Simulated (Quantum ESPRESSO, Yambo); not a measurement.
A convergence test on KF (Carobbiite).

It takes space group Fm-3m (No. 225, cubic). Conventional cell: a = 5.344 Å, b = 5.344 Å, c = 5.344 Å, α = 90.00°, β = 90.00°, γ = 90.00°. Nearest to K lie 6 F at 2.67 Å. Nearest to F lie 6 K at 2.67 Å. Farther neighbours and most contacts between anions are not listed.

```xyz
2
Lattice="0.0000 2.6719 2.6719 2.6719 0.0000 2.6719 2.6719 2.6719 0.0000" Properties=species:S:1:pos:R:3 pbc="T T T"
K     0.0000    0.0000    0.0000
F     2.6719    2.6719    2.6719
```

The cell and positions come from the Crystallography Open Database and are kept as given unless a step says otherwise.

Program: Yambo 5.3.0; PBE start, 4×4×4 mesh, Godby-Needs plasmon pole.

```csv
bands,screening cutoff (eV),gap on the mesh (eV)
121,210.9,9.553
458,210.9,9.728
121,353.7,9.532
```

**Question.** If the two steps added up, what gap would 458 bands at 353.7 eV give? Do they add up?

From the first row, the second adds +0.175 eV and the third −0.021 eV, so the sum predicts 9.553 +0.175 −0.021 = 9.707 eV. The run gave 9.744 eV, +0.037 eV from that. They don't add up: at the higher cutoff the same bands are worth +0.212 eV. High empty states act through short-wavelength screening, so a band sum at a low cutoff levels off early.

Limits: not at the basis limit; coarse k mesh.

[Paths, hosts, dates, memory and timing lines, banners, echoed tables and standing remarks are left out of the program output.]

[Logs are printed without paths, hosts, clocks, repeated set-up lines and the standing remarks that a program may print on its own settings, such as how far it seeks lower states.]

[Runs of the session that timed out or met a known fault of the program may be left out.]

[Hosts, paths, dates, database ids (printed as entryN), source tags and the programs' standing remarks are cut or masked in the printed files.]
